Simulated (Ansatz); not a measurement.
# Decaying states in the gap of CsNa2NF6, part 2 of 3

A new crystal, CsNa2NF6: structure, gap and complex bands. It is built by putting Cs for Li in the Na2LiNF6 structure of space group Fm-3m, with the volume rescaled by atomic radii. The parent structure comes from the Materials Project.

Ansatz 0.2.0; LDA DFT, plane waves, PAW files (the session's first sound run).

So far, gap on the k-mesh (eV): step 3 (the bulk crystal and its band edges) 2.74.

The structure was built from a prototype and need not be the compound's stable phase.

### Step 4. Complex bands

This step: LDA DFT, plane waves, PAW files; complex bands by layer matching along the plane's normal (Ansatz 0.2.0).

The same crystal is laid in a cell whose first two vectors span the (111) plane (indices of the standard conventional cell, whose axes can be ordered otherwise than in the bulk input). At fixed energy and wavevector in the plane the solver finds all kz, real and complex. A few wavevectors are listed, (0, 0) and (-0.5, 0) in units of the plane's reciprocal vectors; the slowest state needn't be among them.

input.yaml

```yaml
crystal:
  lattice:
    - [6.145986959, 0.0, 0.0]
    - [3.072993479, 5.322580837, 0.0]
    - [3.072993479, 1.774193612, 5.018177338]
  atoms:
    - { symbol: Na, position: [0.75, 0.75, 0.75] }
    - { symbol: Na, position: [0.25, 0.25, 0.25] }
    - { symbol: Cs, position: [0.5, 0.5, 0.5] }
    - { symbol: "N", position: [0.0, 0.0, 0.0] }
    - { symbol: F, position: [0.2042568939, 0.2042568939, 0.7957431061] }
    - { symbol: F, position: [0.2042568939, 0.7957431061, 0.2042568939] }
    - { symbol: F, position: [0.7957431061, 0.2042568939, 0.7957431061] }
    - { symbol: F, position: [0.2042568939, 0.7957431061, 0.7957431061] }
    - { symbol: F, position: [0.7957431061, 0.2042568939, 0.2042568939] }
    - { symbol: F, position: [0.7957431061, 0.7957431061, 0.2042568939] }
kpoints:
  mp_grid: { grid: [6, 6, 6] }
scf:
  occupations: { method: fixed }
hamiltonian:
  xc: lda
output:
  eigenvalues: true
  transmission:
    leads: [[0, 0]]
    kpoints: [[0.0, 0.0], [-0.5, 0.0]]
    e_range: [-1.0, 3.74]
    de: 0.09
```

Command:

```
$ ansatz run input.yaml --threads 2 --pin off --max-ram 4096MiB --backend cpu --events-out ev --progress --plain --runs-dir out
```

Numbers of over 12 decimals in the logs are rounded to 6 here.

What it wrote:

```text
[...]
Crystal: 10 atoms, lattice volume = 164.157 Å³
Basis set: ecut = 420 eV, 3143 PW (Γ)
Bands: 47, of which v1, the nominal top of the filled ones, is band 37 counted from 1 (36 counted from 0)
Symmetry: 48 space group operations
[...]
k-points: 16 of 216
[...]
SCF iter   1: F=—  HF=-13570.694898 eV  |F-HF|=—  |Δ(HF+E_count)|=         —  Δρ=1.45e-2  dr2=2.37e-1  ethr=1.77e-3  ⟨swp⟩=4.9  Hψ=2702  notcnv=0  defer=109
[...]
SCF iter   8: F=-13570.612663 eV  HF=-13570.612663 eV  |F-HF|=5.52e-9  |Δ(HF+E_count)|=   6.55e-8  Δρ=2.99e-6  dr2=1.88e-8  ethr=1.35e-10  ⟨swp⟩=9.6  Hψ=2867  notcnv=0
SCF 1 converged in 8 iterations: F = -13570.612663 eV  dr2 = 1.88e-8
[...]
transmission: 7 of 14 steps passed
transmission: 14 of 14 steps passed
SCF converged after 8 iterations
Free energy (F): -13570.612663 eV
[...]
Internal energy: -13570.612663 eV  (E = F + TS)
E sigma→0 (E₀):  -13570.612663 eV
Fermi energy:    2.082910 eV
[...]
--- Band table (eV; the first three rows and the last of 16) ---
  k-point 0: bands = [... 33 lower, 0.3967, 0.3967, 0.3967, 1.3474, 5.2960, 5.2960, 5.2960, 5.4116, ... 6 higher]
  k-point 1: bands = [... 33 lower, 0.3775, 0.3991, 0.3991, 1.5460, 5.1550, 5.1840, 5.1840, 5.7081, ... 6 higher]
  k-point 2: bands = [... 33 lower, 0.3369, 0.4806, 0.4806, 1.9094, 4.9482, 4.9482, 4.9887, 6.3235, ... 6 higher]
  k-point 15: bands = [... 33 lower, 0.1162, 0.2805, 0.3774, 1.4864, 4.9660, 5.2218, 5.2435, 7.4244, ... 6 higher]
--- Transmission ---
  basis      : 295 plane waves across, 7 finite elements along
  points     : 2, as listed
  energies   : 53 from -1.000000 to 3.680000 eV about the Fermi level, 0.090000 eV apart; the leads are filled to 1.368860 eV, and channels, transmission and decay are at 1.340000 eV
  crystal 0  : Na2F6N1Cs1, at the sites [0, 0], period 5.0182 Å: whole cells are its period
    offset         : up to 0.0000 Å between an atom of the period and one for which it stands
    channels       : 0.000000e0 a spin
    conductance    : none, the energies end too early or step too widely for 300 K: set another output.transmission.e_range or a lower de, or, where they end at an eighth of basis.ecutwfc, a higher one
    slowest decay  : 0.3798 /Å at (-0.5000, 0.0000)
```

It took 69 s on 2 threads of Intel Xeon Platinum 8488C (Sapphire Rapids), shared host; peak memory 1.1 GiB; 2.3 min of CPU time.

Numbers from this step:

```
level to which the leads are filled                       : 1.369 eV from the Fermi level
decay constant at the filling level, zone centre          : 0.4181 Å⁻¹
decay constant at the filling level, slowest listed point : 0.3798 Å⁻¹
```

K parallel (0, 0); values up to 1.5 1/Å, a degenerate pair printed once or twice; energies at which all values exceed this have no row. Table of Im kz of the slowest decaying states by energy, zero at the highest filled level on the SCF mesh:

| energy (eV) | decay 1 (Å⁻¹) | decay 2 (Å⁻¹) | decay 3 (Å⁻¹) | decay 4 (Å⁻¹) |
| --- | --- | --- | --- | --- |
| -1.00 | 0.206 | 0.279 | 0.645 | 0.714 |
| -0.73 | 0.331 | 0.659 | 0.755 | 0.936 |
| -0.55 | 0.357 | 0.664 | 0.779 | 0.983 |
| -0.28 | 0.387 | 0.666 | 0.811 | 1.04 |
| -0.10 | 0.403 | 0.665 | 0.829 | 1.06 |
| -0.01 | 0.410 | 0.663 | 0.838 | 1.06 |
| 0.17 | 0.191 | 0.421 | 0.659 | 0.854 |
| 0.44 | 0.290 | 0.432 | 0.647 | 0.875 |
| 0.62 | 0.332 | 0.437 | 0.637 | 0.887 |
| 0.89 | 0.377 | 0.439 | 0.618 | 0.904 |
| 1.07 | 0.398 | 0.437 | 0.604 | 0.914 |
| 1.34 | 0.418 | 0.429 | 0.578 | 0.927 |
| 1.61 | 0.412 | 0.426 | 0.549 | 0.937 |
| 1.79 | 0.396 | 0.424 | 0.527 | 0.943 |
| 2.06 | 0.360 | 0.408 | 0.490 | 0.951 |
| 2.24 | 0.325 | 0.384 | 0.462 | 0.950 |
| 2.51 | 0.239 | 0.318 | 0.416 | 0.935 |
| 2.78 | 0.131 | 0.365 | 0.919 | 0.959 |
| 2.96 | 0.332 | 0.908 | 0.958 | 1.30 |
| 3.23 | 0.0430 | 0.0866 | 0.357 | 0.888 |
| 3.41 | 0.256 | 0.448 | 0.871 | 0.950 |
| 3.68 | 0.371 | 0.606 | 0.825 | 0.941 |

K parallel (-0.5, 0); values up to 1.5 1/Å, a degenerate pair printed once or twice; energies at which all values exceed this have no row. The Im kz of the slowest decaying states by energy, zero at the highest filled level on the SCF mesh:

| energy (eV) | decay 1 (Å⁻¹) | decay 2 (Å⁻¹) | decay 3 (Å⁻¹) | decay 4 (Å⁻¹) |
| --- | --- | --- | --- | --- |
| -1.00 | 0.101 | 0.310 | 0.356 | 0.678 |
| -0.82 | 0.347 | 0.398 | 0.739 | 0.744 |
| -0.64 | 0.376 | 0.430 | 0.764 | 0.775 |
| -0.46 | 0.399 | 0.455 | 0.785 | 0.801 |
| -0.28 | 0.417 | 0.474 | 0.805 | 0.825 |
| -0.10 | 0.432 | 0.490 | 0.822 | 0.846 |
| -0.01 | 0.438 | 0.496 | 0.830 | 0.838 |
| 0.08 | 0.122 | 0.444 | 0.501 | 0.835 |
| 0.35 | 0.242 | 0.456 | 0.513 | 0.833 |
| 0.53 | 0.287 | 0.460 | 0.518 | 0.832 |
| 0.71 | 0.320 | 0.462 | 0.520 | 0.831 |
| 0.89 | 0.345 | 0.462 | 0.519 | 0.828 |
| 1.07 | 0.363 | 0.459 | 0.516 | 0.825 |
| 1.25 | 0.376 | 0.453 | 0.510 | 0.822 |
| 1.43 | 0.382 | 0.443 | 0.501 | 0.820 |
| 1.61 | 0.383 | 0.430 | 0.489 | 0.822 |
| 1.79 | 0.378 | 0.413 | 0.472 | 0.840 |
| 1.97 | 0.365 | 0.389 | 0.449 | 0.823 |
| 2.15 | 0.343 | 0.358 | 0.419 | 0.805 |
| 2.33 | 0.306 | 0.314 | 0.379 | 0.786 |
| 2.60 | 0.199 | 0.199 | 0.279 | 0.756 |
| 2.78 | 0.128 | 0.734 | 0.878 | 1.11 |
| 2.96 | 0.709 | 0.869 | 1.12 | 1.16 |
| 3.14 | 0.0747 | 0.681 | 0.860 | 1.11 |
| 3.32 | 0.230 | 0.240 | 0.297 | 0.649 |
| 3.50 | 0.329 | 0.340 | 0.402 | 0.612 |
| 3.68 | 0.395 | 0.406 | 0.477 | 0.568 |

At the listed wavevectors the last open channel is at -0.01 eV and the next at +2.78 eV on the grid. At +1.34 eV, the grid energy nearest the filling level (the middle of the gap on the SCF mesh), the slowest state at the listed wavevectors decays with κ = 0.380 Å⁻¹, its amplitude falling by e over 2.6 Å. Through 1 nm of this crystal that state's transmission falls by exp(−2 × 0.380 Å⁻¹ × 10 Å) = 5.0e-4.

### Step 5. Decay over the two-dimensional zone

The listed points could miss the slowest state, so one energy near mid-gap is solved on a mesh of 8×8.

Changes to input.yaml since step 4:

```diff
@@ -24,6 +24,2 @@
   eigenvalues: true
-  transmission:
-    leads: [[0, 0]]
-    kpoints: [[0.0, 0.0], [-0.5, 0.0]]
-    e_range: [-1.0, 3.74]
-    de: 0.09
+  transmission: { leads: [[0, 0]], kmesh: [8, 8], e_range: [1.37, 1.38], de: 0.05 }
```

What it wrote:

```text
[...]
Crystal: 10 atoms, lattice volume = 164.157 Å³
Basis set: ecut = 420 eV, 3143 PW (Γ)
Bands: 47, of which v1, the nominal top of the filled ones, is band 37 counted from 1 (36 counted from 0)
Symmetry: 48 space group operations
[...]
k-points: 16 of 216
[...]
SCF iter   1: F=—  HF=-13570.694898 eV  |F-HF|=—  |Δ(HF+E_count)|=         —  Δρ=1.45e-2  dr2=2.37e-1  ethr=1.77e-3  ⟨swp⟩=4.9  Hψ=2702  notcnv=0  defer=109
[...]
SCF iter   8: F=-13570.612663 eV  HF=-13570.612663 eV  |F-HF|=5.52e-9  |Δ(HF+E_count)|=   6.55e-8  Δρ=2.99e-6  dr2=1.88e-8  ethr=1.35e-10  ⟨swp⟩=9.6  Hψ=2867  notcnv=0
SCF 1 converged in 8 iterations: F = -13570.612663 eV  dr2 = 1.88e-8
[...]
transmission: 28 of 70 steps passed
transmission: 56 of 70 steps passed
transmission: 70 of 70 steps passed
SCF converged after 8 iterations
Free energy (F): -13570.612663 eV
[...]
Internal energy: -13570.612663 eV  (E = F + TS)
E sigma→0 (E₀):  -13570.612663 eV
Fermi energy:    2.082910 eV
[...]
--- Band table (eV; the first three rows and the last of 16) ---
  k-point 0: bands = [... 33 lower, 0.3967, 0.3967, 0.3967, 1.3474, 5.2960, 5.2960, 5.2960, 5.4116, ... 6 higher]
  k-point 1: bands = [... 33 lower, 0.3775, 0.3991, 0.3991, 1.5460, 5.1550, 5.1840, 5.1840, 5.7081, ... 6 higher]
  k-point 2: bands = [... 33 lower, 0.3369, 0.4806, 0.4806, 1.9094, 4.9482, 4.9482, 4.9887, 6.3235, ... 6 higher]
  k-point 15: bands = [... 33 lower, 0.1162, 0.2805, 0.3774, 1.4864, 4.9660, 5.2218, 5.2435, 7.4244, ... 6 higher]
--- Transmission ---
  basis      : 295 plane waves across, 7 finite elements along
  points     : 10, standing for a mesh of 8 x 8
  energies   : 1 from 1.370000 to 1.370000 eV about the Fermi level; the leads are filled to 1.368860 eV, and channels, transmission and decay are at 1.370000 eV
[...]
channels       : 0.000000e0 a spin
    conductance    : none, crystal 0 has no channel at the energies, or these end too early or step too widely for 300 K: set another output.transmission.e_range or a lower de, or, where they end at an eighth of basis.ecutwfc, a higher one
    slowest decay  : 0.3809 /Å at (0.5000, 0.0000)
```

Wall time 31 s (2 threads); peak memory 1.1 GiB; 59 s of CPU time.

This step gave:

| Item | Value |
| --- | --- |
| least decay constant on the mesh | 0.3809 Å⁻¹ |

Slowest decay constant (1/Å; 0 where a channel is open) over k1 and k2. At 1.3700 eV from the Fermi level.

Values, 8 rows by 8 columns:
```
0.402 0.445 0.445 0.402 0.432 0.435 0.435 0.432
0.404 0.445 0.404 0.435 0.429 0.430 0.429 0.435
0.402 0.402 0.435 0.430 0.424 0.424 0.430 0.435
0.381 0.432 0.429 0.424 0.420 0.424 0.429 0.432
0.402 0.435 0.430 0.424 0.424 0.430 0.435 0.402
0.404 0.435 0.429 0.430 0.429 0.435 0.404 0.445
0.402 0.432 0.435 0.435 0.432 0.402 0.445 0.445
0.381 0.402 0.404 0.402 0.381 0.402 0.404 0.402
```
Columns: k1 (b1) from -0.5 to 0.375; rows upwards: k2 (b2) from -0.5 to 0.375.

The least value on the mesh is 0.381 Å⁻¹ at +1.37 eV. At that energy the listed points give about 0.381 Å⁻¹ by interpolation, so the mesh holds no clearly slower state.

### Step 6. Band edges at another level

This step: PBE DFT, plane waves, PAW files (Ansatz 0.2.0).

The edges again with PBE, at the same atoms.

input.yaml

```yaml
crystal:
  lattice:
    - [0.0, 4.3458690555, 4.3458690555]
    - [4.3458690555, 0.0, 4.3458690555]
    - [4.3458690555, 4.3458690555, 0.0]
  atoms:
    - { symbol: Na, position: [0.25, 0.25, 0.25] }
    - { symbol: Na, position: [0.75, 0.75, 0.75] }
    - { symbol: Cs, position: [0.5, 0.5, 0.5] }
    - { symbol: "N", position: [0.0, 0.0, 0.0] }
    - { symbol: F, position: [0.2042568939, 0.7957431061, 0.7957431061] }
    - { symbol: F, position: [0.2042568939, 0.7957431061, 0.2042568939] }
    - { symbol: F, position: [0.7957431061, 0.2042568939, 0.7957431061] }
    - { symbol: F, position: [0.7957431061, 0.7957431061, 0.2042568939] }
    - { symbol: F, position: [0.2042568939, 0.2042568939, 0.7957431061] }
    - { symbol: F, position: [0.7957431061, 0.2042568939, 0.2042568939] }
kpoints:
  mp_grid: { grid: [6, 6, 6] }
  band_path: { path: [VBM, CBM], npoints: 30 }
scf:
  occupations: { method: fixed }
hamiltonian:
  xc: pbe
output:
  eigenvalues: true
```

What it wrote:

```text
[...]
Crystal: 10 atoms, lattice volume = 164.157 Å³
Basis set: ecut = 420 eV, 3143 PW (Γ)
Bands: 47, of which v1, the nominal top of the filled ones, is band 37 counted from 1 (36 counted from 0)
Symmetry: 48 space group operations
[...]
k-points: 16 of 216
[...]
SCF iter   1: F=—  HF=-13873.746346 eV  |F-HF|=—  |Δ(HF+E_count)|=         —  Δρ=3.56e-3  dr2=2.18e-2  ethr=1.77e-3  ⟨swp⟩=4.8  Hψ=2683  notcnv=0  defer=109
[...]
SCF iter   7: F=-13873.738631 eV  HF=-13873.738631 eV  |F-HF|=2.94e-9  |Δ(HF+E_count)|=   9.72e-7  Δρ=7.73e-6  dr2=7.64e-8  ethr=1.35e-10  ⟨swp⟩=8.4  Hψ=3143  notcnv=0
SCF 1 converged in 7 iterations: F = -13873.738631 eV  dr2 = 7.64e-8
[...]
SCF converged after 7 iterations
Free energy (F): -13873.738631 eV
[...]
Internal energy: -13873.738631 eV  (E = F + TS)
E sigma→0 (E₀):  -13873.738631 eV
Fermi energy:    2.432096 eV
[...]
--- Band table (eV; the first three rows and the last of 16) ---
  k-point 0: bands = [... 33 lower, 0.7774, 0.7774, 0.7774, 1.7206, 5.7256, 5.7256, 5.7256, 6.0467, ... 6 higher]
  k-point 1: bands = [... 33 lower, 0.7591, 0.7797, 0.7797, 1.9122, 5.6054, 5.6148, 5.6148, 6.3232, ... 6 higher]
  k-point 2: bands = [... 33 lower, 0.7201, 0.8637, 0.8637, 2.2640, 5.3809, 5.3809, 5.4354, 6.9407, ... 6 higher]
  k-point 15: bands = [... 33 lower, 0.5094, 0.6648, 0.7585, 1.8449, 5.4019, 5.6566, 5.6767, 8.0140, ... 6 higher]
```

The job ended after 14 s (2 threads; peak memory 0.53 GiB).

This step gave:

```
free energy        : -13873.7386 eV
Fermi energy       : 2.432 eV
gap on the k-mesh  : 2.823 eV
gap on path        : 2.823 eV, by band count; negative where bands overlap
direct gap on path : 2.823 eV
```

Levels at VBM (eV): -6.24, -6.24, -6.01, -6.01, -5.89, -5.87, -3.40, -3.40, -3.35, -2.71, -2.59, -2.59, -2.29, -2.29, -2.21, -1.89, -1.89, -1.73, -1.43, -1.43, 0.00, 2.82, 2.82, 2.92, 5.11, 5.40, 7.54, 7.54.

The searched edges give 2.82 eV, as on the mesh.

Between step 3 and this run (PBE) the value for the gap on the k-mesh moves from 2.74 eV to 2.82 eV.

### Step 7. Complex bands at another level

This step: PBE DFT, plane waves, PAW files; complex bands by layer matching along the plane's normal (Ansatz 0.2.0).

The complex bands at that level, over its own gap, at (0, 0) and (-0.5, 0).

input.yaml

```yaml
crystal:
  lattice:
    - [6.145986959, 0.0, 0.0]
    - [3.072993479, 5.322580837, 0.0]
    - [3.072993479, 1.774193612, 5.018177338]
  atoms:
    - { symbol: Na, position: [0.75, 0.75, 0.75] }
    - { symbol: Na, position: [0.25, 0.25, 0.25] }
    - { symbol: Cs, position: [0.5, 0.5, 0.5] }
    - { symbol: "N", position: [0.0, 0.0, 0.0] }
    - { symbol: F, position: [0.2042568939, 0.2042568939, 0.7957431061] }
    - { symbol: F, position: [0.2042568939, 0.7957431061, 0.2042568939] }
    - { symbol: F, position: [0.7957431061, 0.2042568939, 0.7957431061] }
    - { symbol: F, position: [0.2042568939, 0.7957431061, 0.7957431061] }
    - { symbol: F, position: [0.7957431061, 0.2042568939, 0.2042568939] }
    - { symbol: F, position: [0.7957431061, 0.7957431061, 0.2042568939] }
kpoints:
  mp_grid: { grid: [6, 6, 6] }
scf:
  occupations: { method: fixed }
hamiltonian:
  xc: pbe
output:
  eigenvalues: true
  transmission:
    leads: [[0, 0]]
    kpoints: [[0.0, 0.0], [-0.5, 0.0]]
    e_range: [-1.0, 3.82]
    de: 0.1
```

What it wrote:

```text
[...]
Crystal: 10 atoms, lattice volume = 164.157 Å³
Basis set: ecut = 420 eV, 3143 PW (Γ)
Bands: 47, of which v1, the nominal top of the filled ones, is band 37 counted from 1 (36 counted from 0)
Symmetry: 48 space group operations
[...]
k-points: 16 of 216
[...]
SCF iter   1: F=—  HF=-13873.746360 eV  |F-HF|=—  |Δ(HF+E_count)|=         —  Δρ=3.56e-3  dr2=2.18e-2  ethr=1.77e-3  ⟨swp⟩=4.9  Hψ=2677  notcnv=0  defer=108
[...]
SCF iter   7: F=-13873.738631 eV  HF=-13873.738631 eV  |F-HF|=4.06e-9  |Δ(HF+E_count)|=   9.70e-7  Δρ=7.66e-6  dr2=7.55e-8  ethr=1.35e-10  ⟨swp⟩=8.6  Hψ=3191  notcnv=0
SCF 1 converged in 7 iterations: F = -13873.738631 eV  dr2 = 7.55e-8
[...]
transmission: 7 of 14 steps passed
transmission: 14 of 14 steps passed
SCF converged after 7 iterations
Free energy (F): -13873.738631 eV
[...]
Internal energy: -13873.738631 eV  (E = F + TS)
E sigma→0 (E₀):  -13873.738631 eV
Fermi energy:    2.432099 eV
[...]
--- Band table (eV; the first three rows and the last of 16) ---
  k-point 0: bands = [... 33 lower, 0.7774, 0.7774, 0.7774, 1.7206, 5.7256, 5.7256, 5.7256, 6.0467, ... 6 higher]
  k-point 1: bands = [... 33 lower, 0.7591, 0.7797, 0.7797, 1.9122, 5.6054, 5.6148, 5.6148, 6.3232, ... 6 higher]
  k-point 2: bands = [... 33 lower, 0.7201, 0.8637, 0.8637, 2.2640, 5.3809, 5.3809, 5.4354, 6.9407, ... 6 higher]
  k-point 15: bands = [... 33 lower, 0.5094, 0.6649, 0.7585, 1.8449, 5.4019, 5.6566, 5.6767, 8.0140, ... 6 higher]
--- Transmission ---
  basis      : 295 plane waves across, 7 finite elements along
  points     : 2, as listed
[...]
channels       : 0.000000e0 a spin
[...]
slowest decay  : 0.3867 /Å at (-0.5000, 0.0000)
```

Run time: 62 s. Hardware: 2 threads; peak memory 1.1 GiB; 2 min of CPU time.

This step gave:

| Property | Result |
| --- | --- |
| level to which the leads are filled | 1.411 eV from the Fermi level |
| decay constant at the filling level, zone centre | 0.4296 Å⁻¹ |
| decay constant at the filling level, slowest listed point | 0.3867 Å⁻¹ |

K parallel (0, 0); values up to 1.5 1/Å, a degenerate pair printed once or twice; energies at which all values exceed this have no row. Table of Im kz of the slowest decaying states by energy, zero at the highest filled level on the SCF mesh:

| energy (eV) | decay 1 (Å⁻¹) | decay 2 (Å⁻¹) | decay 3 (Å⁻¹) | decay 4 (Å⁻¹) |
| --- | --- | --- | --- | --- |
| -1.00 | 0.218 | 0.270 | 0.653 | 0.719 |
| -0.80 | 0.128 | 0.313 | 0.666 | 0.752 |
| -0.50 | 0.359 | 0.678 | 0.794 | 0.998 |
| -0.30 | 0.383 | 0.682 | 0.818 | 1.04 |
| 0.00 | 0.0116 | 0.410 | 0.682 | 0.850 |
| 0.20 | 0.209 | 0.423 | 0.678 | 0.868 |
| 0.40 | 0.283 | 0.432 | 0.672 | 0.885 |
| 0.70 | 0.353 | 0.441 | 0.658 | 0.906 |
| 0.90 | 0.384 | 0.443 | 0.646 | 0.919 |
| 1.20 | 0.416 | 0.440 | 0.624 | 0.935 |
| 1.40 | 0.430 | 0.433 | 0.607 | 0.945 |
| 1.60 | 0.422 | 0.436 | 0.588 | 0.953 |
| 1.90 | 0.396 | 0.433 | 0.555 | 0.964 |
| 2.10 | 0.370 | 0.421 | 0.531 | 0.969 |
| 2.40 | 0.308 | 0.379 | 0.491 | 0.958 |
| 2.60 | 0.238 | 0.325 | 0.462 | 0.947 |
| 2.80 | 0.0785 | 0.219 | 0.431 | 0.936 |
| 3.10 | 0.395 | 0.917 | 0.978 | 1.31 |
| 3.30 | 0.0449 | 0.0576 | 0.410 | 0.902 |
| 3.60 | 0.0418 | 0.311 | 0.529 | 0.871 |
| 3.80 | 0.384 | 0.660 | 0.825 | 0.962 |

K parallel (-0.5, 0); values up to 1.5 1/Å, a degenerate pair printed once or twice; energies at which all values exceed this have no row. Table of Im kz of the slowest decaying states by energy, zero at the highest filled level on the SCF mesh:

| energy (eV) | decay 1 (Å⁻¹) | decay 2 (Å⁻¹) | decay 3 (Å⁻¹) | decay 4 (Å⁻¹) |
| --- | --- | --- | --- | --- |
| -1.0000 | 0.109 | 0.298 | 0.344 | 0.678 |
| -0.8000 | 0.342 | 0.394 | 0.750 | 0.754 |
| -0.5000 | 0.389 | 0.446 | 0.790 | 0.805 |
| -0.3000 | 0.412 | 0.471 | 0.813 | 0.833 |
| 0.0000 | 0.0108 | 0.437 | 0.498 | 0.843 |
| 0.2000 | 0.190 | 0.449 | 0.510 | 0.852 |
| 0.5000 | 0.283 | 0.461 | 0.522 | 0.852 |
| 0.7000 | 0.321 | 0.465 | 0.526 | 0.851 |
| 1.0000 | 0.360 | 0.464 | 0.527 | 0.849 |
| 1.2000 | 0.377 | 0.460 | 0.523 | 0.847 |
| 1.5000 | 0.389 | 0.446 | 0.510 | 0.847 |
| 1.7000 | 0.389 | 0.432 | 0.496 | 0.859 |
| 2.0000 | 0.373 | 0.399 | 0.465 | 0.846 |
| 2.2000 | 0.350 | 0.366 | 0.435 | 0.828 |
| 2.5000 | 0.284 | 0.289 | 0.364 | 0.798 |
| 2.7000 | 0.190 | 0.190 | 0.284 | 0.776 |
| 3.0000 | 0.740 | 0.884 | 1.13 | 1.19 |
| 3.2000 | 0.712 | 0.873 | 1.13 | 1.14 |
| 3.5000 | 0.289 | 0.303 | 0.357 | 0.661 |
| 3.7000 | 0.374 | 0.388 | 0.453 | 0.620 |

At the listed wavevectors the last open channel is at -0.10 eV and the next at +2.90 eV on the grid. At +1.40 eV, the grid energy nearest the filling level (the middle of the gap on the SCF mesh), the slowest state at the listed wavevectors decays with κ = 0.387 Å⁻¹, its amplitude falling by e over 2.6 Å; the first such run, plane (111), gave 0.380 Å⁻¹.

(Part 2 of 3 ends here.)

[Logs are printed without paths, hosts, clocks, repeated set-up lines and the standing remarks that a program may print on its own settings, such as how far it seeks lower states.]

[Hosts, paths, dates, database ids (printed as entryN), source tags and the programs' standing remarks are cut or masked in the printed files.]
